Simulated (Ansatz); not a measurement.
# ZrC (Fm-3m): thermal expansion under pressure, part 2 of 3

Aim: how pressure changes the thermal expansion of ZrC.

Ansatz 0.2.0; DFT PBE, scalar-relativistic, plane waves, PAW.

So far. Step 2 (A first coarse run): The start is under -2.9 GPa at this level and looks like a metal on this mesh. Step 4 (Relaxing to small residual forces and stress): The residual pressure is -2.3e-4 GPa, small enough for phonons.

The database entry behind the starting cell differs from later determinations by our own check (an axis about 0.7 % long against later determinations), so it need not match the best structure at ambient conditions.

## 6. Phonons on strained cells, pressure 2 GPa

The study relaxes the crystal at several strains, solves the phonons on some of them and minimises the free energy at each temperature (static energy, vibrations, the electrons in a metal, and PV under a set pressure); the q-mesh sets how far the force constants reach.

File input.yaml:

```yaml
crystal:
  lattice:
    - [0.0, 2.3475381247, 2.3475381247]
    - [2.3475381247, 0.0, 2.3475381247]
    - [2.3475381247, 2.3475381247, 0.0]
  atoms:
    - { symbol: Zr, position: [0.5, 0.5, 0.5] }
    - { symbol: C, position: [0.0, 0.0, 0.0] }
kpoints:
  mp_grid: { grid: [16, 16, 16] }
hamiltonian:
  xc: pbe
scf:
  occupations: { method: methfessel_paxton, width: 0.2 }
output:
  eigenvalues: true
phonons:
  method: dfpt
  qmesh: [4, 4, 4]
  temperatures: { t_max: 1200.0, t_step: 50 }
  thermal_expansion: { pressure: 2.0 }
```

Launch:

```sh
$ ansatz run input.yaml --threads 4 --pin off --max-ram 8192MiB --backend cpu --events-out ev --progress --plain --runs-dir out
```

Numbers of over 12 decimals in the logs are rounded to 6 here.

Log:

```text
[...]
Crystal: 2 atoms, lattice volume = 25.874 Å³
Basis set: ecut = 487.2 eV, 609 PW (Γ), exchange–correlation on 48×48×48 points (8 copies of the dense FFT grid, shifted against one another)
Bands: 12, of which v1, the nominal top of the filled ones, is band 8 counted from 1 (7 counted from 0)
Symmetry: 48 space group operations
[...]
k-points: 145 of 4096
[...]
SCF iter   1: F=—  HF=-4436.497220 eV  |F-HF|=—  |Δ(HF+E_count)|=         —  Δρ=1.42e-3  dr2=4.88e-4  ethr=1.77e-3  ⟨swp⟩=5.0  Hψ=8660  notcnv=0
[...]
SCF iter   8: F=-4436.496947 eV  HF=-4436.496947 eV  |F-HF|=9.09e-13  |Δ(HF+E_count)|=  1.46e-11  S|Δr|=    0.00e0  Δρ=8.88e-8  dr2=1.00e-12  ethr=1.00e-12  ⟨swp⟩=5.5  Hψ=6765  notcnv=0
SCF 1 converged in 8 iterations: F = -4436.496947 eV  dr2 = 1.00e-12
[...]
relax step   1: F+E_penalty+E_count = -4436.49694738 eV  Δ(F+E_penalty+E_count) = +0.000e0 eV  max|allowed force component| = 1.939e-29 eV/Å  Δτ_max = 0.0000 Å  (8 SCF iters, accepted)
SCF converged after 8 iterations
[...]
Free energy (F): -4436.496947 eV
[...]
Internal energy: -4436.496600 eV  (E = F + TS)
E sigma→0 (E₀):  -4436.496861 eV
Entropy (-TS):   -0.000347 eV (-0.174 meV/atom)
Fermi energy:    14.916795 eV
[...]
--- Stress (GPa, compression-positive) ---
        1.967059      -0.000000       0.000000
       -0.000000       1.967059       0.000000
       -0.000000      -0.000000       1.967059
  P = ⅓ Tr σ = 1.9671 GPa (19.671 kbar)
--- Band table (eV; the first three rows and the last of 145) ---
  k-point 0: bands = [... 4 lower, 3.6029, 15.8582, 15.8582, 15.8582, 16.0184, 16.0184, 16.0184, 17.7446]
  k-point 1: bands = [... 4 lower, 3.6928, 15.1147, 15.3138, 15.3138, 16.2327, 16.2327, 16.5574, 18.2596]
  k-point 2: bands = [... 4 lower, 3.9530, 14.1618, 14.5316, 14.5316, 16.5219, 16.5219, 16.9845, 19.2977]
  k-point 144: bands = [... 4 lower, 5.4612, 12.2760, 12.5794, 12.5794, 18.2176, 18.2176, 20.6191, 21.9979]
── thermal expansion: 3 new cells, 3 in all ──
thermal expansion: relaxation of cell 2
thermal expansion: relaxation of cell 3
── thermal expansion: 2 new cells, 5 in all ──
thermal expansion: relaxation of cell 4
thermal expansion: lower-state search of cell 4
thermal expansion: electrons of cell 4
thermal expansion: phonons of cell 4
thermal expansion: relaxation of cell 5
thermal expansion: electrons of cell 1
thermal expansion: electrons of cell 2
thermal expansion: electrons of cell 3
thermal expansion: electrons of cell 5
thermal expansion: phonons of cell 5
── thermal expansion: 5 new cells, 10 in all ──
thermal expansion: relaxation of cell 6
thermal expansion: relaxation of cell 7
thermal expansion: relaxation of cell 8
thermal expansion: relaxation of cell 9
thermal expansion: relaxation of cell 10
thermal expansion: electrons of cell 6
thermal expansion: electrons of cell 7
thermal expansion: electrons of cell 8
thermal expansion: electrons of cell 9
thermal expansion: electrons of cell 10
thermal expansion: phonons of cell 6
thermal expansion: phonons of cell 7
--- Relaxed structure (1 steps of the walk, 1 accepted, 0 SCFs on fresh bases) ---
  F+E_penalty+E_count = -4436.49694738 eV   max|allowed force component| = 1.939e-29 eV/Å
  atoms:
    - { symbol: Zr, position: [0.5, 0.5, 0.5] }
    - { symbol: C, position: [0.0, 0.0, 0.0] }
--- Thermal expansion: 10 cells in 3 rounds, 2 GPa ---
  no lower state was reached at cell 4; its state was not examined: fill_not_monotonic
  without vibrations: a 3.31975, b 3.31975, c 3.31975 Å, V 25.8704 Å³, B 230.11 GPa
  at 0 K: a 3.32600, b 3.32600, c 3.32600 Å, V 26.0166 Å³, B 226.18 GPa
  zero-point expansion: a +0.188, b +0.188, c +0.188, V +0.565 %
      T/K        a/Å        b/Å        c/Å       V/Å³ | expansion of a, b, c, V (1e-6/K)   | that of V in the mean from 25 °C | C_P, C_V (J/mol K of the cell) | B_T, B_S (GPa)
     0.00    3.32600    3.32600    3.32600    26.0166 |    0.00    0.00    0.00    0.00 |    9.57 |     0.000     0.000 |   226.18   226.18
   150.00    3.32672    3.32672    3.32672    26.0335 |    3.58    3.58    3.58   10.73 |   14.87 |    22.349    22.288 |   224.95   225.56
   298.15    3.32917    3.32917    3.32917    26.0910 |    5.98    5.98    5.98   17.94 |       - |    38.419    38.085 |   221.72   223.67
   400.00    3.33133    3.33133    3.33133    26.1420 |    6.73    6.73    6.73   20.20 |   19.19 |    43.311    42.748 |   219.18   222.07
   550.00    3.33487    3.33487    3.33487    26.2254 |    7.36    7.36    7.36   22.08 |   20.45 |    47.016    46.104 |   215.23   219.49
   700.00    3.33866    3.33866    3.33866    26.3149 |    7.77    7.77    7.77   23.30 |   21.36 |    49.038    47.766 |   211.13   216.75
   850.00    3.34264    3.34264    3.34264    26.4091 |    8.09    8.09    8.09   24.28 |   22.09 |    50.385    48.736 |   206.90   213.90
  1000.00    3.34677    3.34677    3.34677    26.5072 |    8.39    8.39    8.39   25.17 |   22.73 |    51.431    49.383 |   202.55   210.95
  1150.00    3.35106    3.35106    3.35106    26.6092 |    8.68    8.68    8.68   26.04 |   23.31 |    52.339    49.864 |   198.07   207.90
  1200.00    3.35252    3.35252    3.35252    26.6441 |    8.78    8.78    8.78   26.33 |   23.50 |    52.626    50.002 |   196.54   206.86
  the static fit leaves 0.000 meV an atom of the energies and, of the stresses, 0.000 GPa of each cell's largest along a strain (root mean squares over the cells), whose Pulay part it has at -0.013 GPa
  vibrations' free energy: its fit passes through its cells
  the electrons' free energy at temperature is in it; its fit leaves 0.0002 meV an atom at the most
  free energies summed between the sampled wave vectors
  estimated error of the fitted expansion in any direction: up to 0.017e-6/K, at 1200 K, with few degrees of freedom (an estimate, not a bound: it was exceeded on models of known expansion)
  by sums over the sampled wave vectors an expansion of the volume parts by up to 0.08e-6/K
  by a static energy of one degree less an expansion of the volume parts by up to 0.01e-6/K
  the FFT grids of the static calculations differ: 24 × 24 × 24, 25 × 25 × 25
```

Run time: 26 min. Hardware: 4 threads of Arm Neoverse V1, shared host; peak memory 3.7 GiB.

Numbers from this step:

```
pressure                                         : 1.967 GPa
volume expansion coefficient at 298 K            : 17.94 1e-6/K
C_P at 298 K                                     : 19.21 J/mol-atom/K
entropy at 298 K                                 : 17.19 J/mol-atom/K
isothermal bulk modulus at 298 K                 : 221.7 GPa
Grüneisen parameter at 298 K                     : 1.641
volume at 298 K                                  : 13.05 Å³/atom
principal linear expansion coefficients at 298 K : 5.979, 5.979, 5.979 1e-6/K
```

Strained cells of the study; zero-point energy where phonons were solved; the pressures are stresses at a fixed cutoff and can carry an offset from the finite basis. Expansion cells, by row:

```
cell  |a| (Å)  |b| (Å)  |c| (Å)  V (Å³/atom)  E - E_lowest (meV/atom)  pressure, compression positive (GPa)  gap (eV)  zero-point energy (meV/atom)
   1     3.32     3.32     3.32        12.94                    0.331                                 1.954         -                             -
   2    3.346    3.346    3.346        13.25                     1.71                                -3.285         -                             -
   3    3.294    3.294    3.294        12.63                    9.474                                 7.721         -                             -
   4     3.32     3.32     3.32        12.94                    0.323                                 1.943         -                         69.08
   5    3.337    3.337    3.337        13.13                        0                                -1.395         -                         67.52
   6    3.349    3.349    3.349        13.28                     2.35                                -3.744         -                         66.36
   7    3.364    3.364    3.364        13.45                    7.849                                -6.367         -                            65
   8    3.287    3.287    3.287        12.56                    13.46                                 9.247         -                             -
   9    3.303    3.303    3.303        12.75                    4.769                                 5.488         -                             -
  10    3.386    3.386    3.386        13.72                    21.48                                -10.04         -                             -
```

Quasi-harmonic; a, b, c are the run's own cell vectors. Expansion, by row:

```
T (K)  a (Å)  b (Å)  c (Å)  alpha (deg)  beta (deg)  gamma (deg)  cell volume (Å³/cell)  alpha_a (1e-6/K)  alpha_b (1e-6/K)  alpha_c (1e-6/K)  alpha_V (1e-6/K)  C_P (J/mol-atom/K)  C_V (J/mol-atom/K)  S (J/mol-atom/K)  B_T (GPa)  B_S (GPa)  Grueneisen  extrapolation  fit error (1e-6/K)
    0  3.326  3.326  3.326           60          60           60                  26.02                 0                 0                 0                 0                   0                   0                 0      226.2      226.2           -              0                   0
   50  3.326  3.326  3.326           60          60           60                  26.02              0.48              0.48              0.48              1.45               1.522               1.522             0.445      226.1      226.2       1.691              0                   0
  100  3.326  3.326  3.326           60          60           60                  26.02              2.17              2.17              2.17               6.5               6.659               6.651             3.066      225.7        226       1.729              0                   0
  150  3.327  3.327  3.327           60          60           60                  26.03              3.58              3.58              3.58             10.73               11.17               11.14             6.649      224.9      225.6       1.697              0                   0
  200  3.327  3.327  3.327           60          60           60                  26.05              4.65              4.65              4.65             13.95               14.74               14.68             10.38        224        225       1.669              0                   0
  250  3.328  3.328  3.328           60          60           60                  26.07              5.43              5.43              5.43             16.29               17.38               17.26             13.96      222.9      224.4       1.651              0                   0
298.1  3.329  3.329  3.329           60          60           60                  26.09              5.98              5.98              5.98             17.94               19.21               19.04             17.19      221.7      223.7       1.641              0                   0
  300  3.329  3.329  3.329           60          60           60                  26.09                 6                 6                 6             17.99               19.27                19.1             17.31      221.7      223.6        1.64              0                   0
  350   3.33   3.33   3.33           60          60           60                  26.12              6.41              6.41              6.41             19.24               20.64               20.42             20.39      220.4      222.9       1.634              0                   0
  400  3.331  3.331  3.331           60          60           60                  26.14              6.73              6.73              6.73              20.2               21.66               21.37             23.21      219.2      222.1        1.63              0                0.01
  450  3.332  3.332  3.332           60          60           60                  26.17              6.98              6.98              6.98             20.95               22.43               22.09             25.81      217.9      221.2       1.628              0                0.01
  500  3.334  3.334  3.334           60          60           60                   26.2              7.19              7.19              7.19             21.56               23.03               22.63             28.21      216.6      220.4       1.628              0                0.01
  550  3.335  3.335  3.335           60          60           60                  26.23              7.36              7.36              7.36             22.08               23.51               23.05             30.42      215.2      219.5       1.628              0                0.01
  600  3.336  3.336  3.336           60          60           60                  26.25              7.51              7.51              7.51             22.53                23.9               23.39             32.49      213.9      218.6       1.629              0                0.01
  650  3.337  3.337  3.337           60          60           60                  26.28              7.65              7.65              7.65             22.94               24.23               23.66             34.41      212.5      217.7       1.631              0                0.01
  700  3.339  3.339  3.339           60          60           60                  26.31              7.77              7.77              7.77              23.3               24.52               23.88             36.22      211.1      216.8       1.632              0                0.01
  750   3.34   3.34   3.34           60          60           60                  26.35              7.88              7.88              7.88             23.65               24.77               24.07             37.92      209.7      215.8       1.635              0                0.01
  800  3.341  3.341  3.341           60          60           60                  26.38              7.99              7.99              7.99             23.97               24.99               24.23             39.53      208.3      214.9       1.637              0                0.01
  850  3.343  3.343  3.343           60          60           60                  26.41              8.09              8.09              8.09             24.28               25.19               24.37             41.05      206.9      213.9       1.639              0                   0
  900  3.344  3.344  3.344           60          60           60                  26.44              8.19              8.19              8.19             24.58               25.38               24.49             42.49      205.5      212.9       1.642              0                   0
  950  3.345  3.345  3.345           60          60           60                  26.47              8.29              8.29              8.29             24.88               25.55               24.59             43.87        204      211.9       1.645              0                0.01
 1000  3.347  3.347  3.347           60          60           60                  26.51              8.39              8.39              8.39             25.17               25.71               24.69             45.19      202.6      210.9       1.648              0                0.01
 1050  3.348  3.348  3.348           60          60           60                  26.54              8.49              8.49              8.49             25.46               25.87               24.78             46.44      201.1      209.9       1.651              0                0.01
 1100   3.35   3.35   3.35           60          60           60                  26.57              8.58              8.58              8.58             25.75               26.02               24.86             47.65      199.6      208.9       1.654              0                0.01
 1150  3.351  3.351  3.351           60          60           60                  26.61              8.68              8.68              8.68             26.04               26.17               24.93             48.81      198.1      207.9       1.657              0                0.01
 1200  3.353  3.353  3.353           60          60           60                  26.64              8.78              8.78              8.78             26.33               26.31                  25             49.93      196.5      206.9       1.661              0                0.02
```

Expansion coefficient against temperature; values in 1e-6/K:

```
temperature (K)  volume  principal 1
              0       0            0
             50    1.45         0.48
            100     6.5         2.17
            150    10.7         3.58
            200    13.9         4.65
            250    16.3         5.43
            298    17.9         5.98
            300    18.0            6
            350    19.2         6.41
            400    20.2         6.73
            450    20.9         6.98
            500    21.6         7.19
            550    22.1         7.36
            600    22.5         7.51
            650    22.9         7.65
            700    23.3         7.77
            750    23.6         7.88
            800    24.0         7.99
            850    24.3         8.09
            900    24.6         8.19
            950    24.9         8.29
           1000    25.2         8.39
           1050    25.5         8.49
           1100    25.8         8.58
           1150    26.0         8.68
           1200    26.3         8.78
```

At 298 K the volume expansion is 17.9 × 10⁻⁶/K and B_T is 222 GPa. The program raised the cutoff to 487.2 eV by itself: with no cutoff typed, the study takes about 1.16 times the default for its relaxations and scales it with the volume for the phonons.

## 7. Relaxation under pressure, pressure 10 GPa

The study at pressure needs a start near its own equilibrium, so the cell is first relaxed to that pressure.

input.yaml, the sections that differ from step 6:

```yaml
crystal:
  lattice:
    - [0.0, 2.3543319274, 2.3543319274]
    - [2.3543319274, 0.0, 2.3543319274]
    - [2.3543319274, 2.3543319274, 0.0]
  atoms:
    - { symbol: Zr, position: [0.5, 0.5, 0.5] }
    - { symbol: C, position: [0.0, 0.0, 0.0] }
output:
  forces: true
  stress: true
  eigenvalues: true
relax:
  adjacent_minimum: "off"
  f_tol: 0.001
  max_steps: 60
  cell: { stress_tol: 0.05, p_target: 10.0 }
# kpoints, hamiltonian, scf: as in step 6
# phonons: removed
```

Log:

```text
[...]
Crystal: 2 atoms, lattice volume = 26.100 Å³
Basis set: ecut = 420 eV, 531 PW (Γ), exchange–correlation on 48×48×48 points (8 copies of the dense FFT grid, shifted against one another)
Bands: 12, of which v1, the nominal top of the filled ones, is band 8 counted from 1 (7 counted from 0)
Symmetry: 48 space group operations
[...]
k-points: 145 of 4096
[...]
k-point 144: bands = [... 4 lower, 5.9349, 12.7576, 13.1273, 13.1273, 18.8725, 18.8725, 21.4211, 22.8601]
--- Relaxed structure (5 steps of the walk, 4 accepted, 2 SCFs on fresh bases) ---
[...]
cell:  # Å, volume = 25.0409 Å³
    - [0, 2.322059, 2.322059]
    - [2.322059, 0, 2.322059]
    - [2.322059, 2.322059, 0]
  atoms:
    - { symbol: Zr, position: [0.5, 0.5, 0.5] }
    - { symbol: C, position: [0, 0, 0] }
[key lines of the parts left out:]
SCF converged after 4 iterations
Free energy (F): -4436.463551 eV
Fermi energy:    15.478744 eV
P = ⅓ Tr σ = 9.9998 GPa (99.998 kbar)
```

Wall time 5.9 s (4 threads); peak memory 0.31 GiB.

Step by step:

```
step  energy less that of the first step (eV)  largest force component (eV/Å)  pressure (GPa)  volume (Å³)
   1                                   0.0000                          0.0000            0.00        26.10
   2                                   0.1403                          0.0000           22.87        23.95
   3                                   0.0266                          0.0000            9.32        25.11
   4                                   0.0304                          0.0000            9.99        25.05
  5*                                   0.0314                          0.0000            9.92        25.05
   6                                   0.0319                          0.0000           10.00        25.04
  7*                                   0.0319                          0.0000           10.00        25.04
```

Relaxation steps marked * repeat the geometry before them on a plane-wave basis chosen anew for their cell, so energy and pressure can jump there. Relaxation step 2 was tried and not accepted.

Forces are held to the 48 operations that the run works with; a distortion that breaks them can't arise in this run.

```
conventional cell, symmetrised  before  after  change
                         a (Å)   4.709  4.644  -1.4 %
                         b (Å)   4.709  4.644  -1.4 %
                         c (Å)   4.709  4.644  -1.4 %
              volume (Å³/atom)   13.05  12.52  -4.1 %
```

Final coordinates:

```xyz
2
Lattice="0.0000 2.3221 2.3221 2.3221 0.0000 2.3221 2.3221 2.3221 0.0000" Properties=species:S:1:pos:R:3 pbc="T T T"
Zr    2.3221    2.3221    2.3221
C     0.0000    0.0000    0.0000
```

This step gave:

| Property | Result |
| --- | --- |
| pressure | 10.000 GPa |
| volume per atom | 12.52 Å³ |

(Continued in part 3 of 3.)

[Logs are printed without paths, hosts, clocks, repeated set-up lines and the standing remarks that a program may print on its own settings, such as how far it seeks lower states.]

[Hosts, paths, dates, database ids (printed as entryN), source tags and the programs' standing remarks are cut or masked in the printed files.]

[A step with changed settings may run another functional than the one named; its input shows which.]
